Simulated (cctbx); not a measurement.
## Diagnosing a refinement

Cell a = 3.9940 Å, b = 3.9940 Å, c = 14.7300 Å, α = 90.00°, β = 90.00°, γ = 90.00°; space group P4mm (no. 99). The compound is Ba2YMn3CuO8.

Simulated single-crystal data (cctbx): Mo Kα, λ = 0.71073 Å, to d = 0.6 Å, 95 % of the full sphere, strongest reflection 70000 counts, noise from counting, a 4 % proportional error and a noise floor of 4 counts (s.d.); no absorption.

An anisotropic refinement with weights 1/σ² prints:

```text
Rint 0.034, 803 unique reflections to 0.60 A
cycle     R1     wR2    GooF  max shift (A)
   1  0.0714  0.2306   8.391   0.11458
  12  0.0523  0.1501   5.463   0.00192
final R1 0.0524 wR2 0.1501 GooF 5.463  parameters 35  data/parameter 22.9
atom        x        y        z      Ueq    occ   su(xyz)  su(Uiso or U11)
Ba1    0.00000  0.00000  0.76000   0.0108  1.000  0.00011  0.0002
Ba2    0.00000  0.00000  0.24845   0.0218  1.000  0.00011  0.0004
Y1     0.00000  0.00000  0.50343   0.0261  1.000  0.00039  0.0006
Cu1    0.00000  0.00000  1.00403   0.0174  1.000  0.00047  0.0005
Mn1    0.50000  0.50000  0.62392   0.0277  1.000  0.00049  0.0012
Mn2    0.50000  0.50000  1.00170   0.0188  1.000  0.00049  0.0007
Mn3    0.50000  0.50000  0.37403   0.0177  1.000  0.00033  0.0010
O1     0.50000  0.00000  0.00019   0.0345  1.000  0.00126  0.0049
O2     0.50000  0.50000  0.77189   0.0264  1.000  0.00084  0.0055  NPD
O3     0.50000  0.50000  0.16817   0.2454  1.000  0.00719  0.0057
O4     0.00000  0.50000  0.40968   0.0129  1.000  0.00074  0.0030
difference map: max 6.32 min -4.55 rms 0.50
Q1    0.0000  0.5000  0.5965    2    6.61  2.04 A from Mn1
Q2    0.5000  0.5000  0.2504    1    6.42  1.21 A from O3
Q3    0.5000  0.5000  0.7646    1    5.29  0.11 A from O2
Q4    0.0000  0.5000  0.3944    2    4.27  0.22 A from O4
Q5    0.0000  0.0000  0.7652    1    4.00  0.08 A from Ba1
Q6    0.0000  0.5000  0.9321    2    3.68  1.00 A from O1
```

Q: Accept it or mend it, and why?

Mend it. The fault: an atom left out, O at (0, 1/2, 0.5934). Against the right model at the same level, R1 goes from 0.0103 to 0.0524 and GooF from 0.92 to 5.46, U of O4 shrinks from 0.0321 to 0.0129 Å², the top difference peak, 6.6 e/Å³, lies 2.04 Å from Mn1, a hole of -4.5 e/Å³ opens and O2 goes non-positive-definite. Q1 is the missing atom. With scattering power missing, scale and phases suffer, so peaks may also grow on the heavy atoms.

The compound is Ba2YMn3CuO8. The right model at the same level gives:

```text
Rint 0.034, 803 unique reflections to 0.60 A
cycle     R1     wR2    GooF  max shift (A)
   1  0.0381  0.1160   4.231   0.07363
   5  0.0103  0.0251   0.917   0.00037
final R1 0.0103 wR2 0.0251 GooF 0.917  parameters 39  data/parameter 20.6
atom        x        y        z      Ueq    occ   su(xyz)  su(Uiso or U11)
Ba1    0.00000  0.00000  0.75985   0.0112  1.000  0.00002  0.0000
Ba2    0.00000  0.00000  0.24829   0.0239  1.000  0.00002  0.0001
Y1     0.00000  0.00000  0.50351   0.0257  1.000  0.00007  0.0001
Cu1    0.00000  0.00000  1.00050   0.0177  1.000  0.00009  0.0001
Mn1    0.50000  0.50000  0.62490   0.0281  1.000  0.00009  0.0002
Mn2    0.50000  0.50000  0.99981   0.0189  1.000  0.00008  0.0001
Mn3    0.50000  0.50000  0.37459   0.0198  1.000  0.00007  0.0002
O1     0.50000  0.00000  0.00456   0.0294  1.000  0.00020  0.0007
O2     0.50000  0.50000  0.77051   0.0335  1.000  0.00049  0.0010
O3     0.00000  0.50000  0.59478   0.0224  1.000  0.00017  0.0009
O4     0.50000  0.50000  0.23306   0.0311  1.000  0.00039  0.0009
O5     0.00000  0.50000  0.40396   0.0321  1.000  0.00022  0.0011
Flack x: -0.013(6)
Hooft y: -0.014(10)  Bijvoet pairs: 390
difference map: max 0.46 min -0.28 rms 0.07
Q1    0.5000  0.5000  0.5056    1    0.53  1.76 A from Mn1
Q2    0.5000  0.5000  0.2528    1    0.36  0.29 A from O4
Q3    0.0000  0.0000  0.6127    1    0.35  1.61 A from Y1
Q4    0.5000  0.5000  0.7542    1    0.34  0.24 A from O2
Q5    0.0000  0.0000  0.8983    1    0.32  1.51 A from Cu1
Q6    0.0000  0.0000  0.3541    1    0.30  1.56 A from Ba2
```

This is a model crystal, built by substitution and not relaxed, with assumed displacement parameters.

[Middle refinement cycles are left out of these outputs.]

[Logs are printed without paths, hosts, clocks, repeated set-up lines and the standing remarks that a program may print on its own settings, such as how far it seeks lower states.]
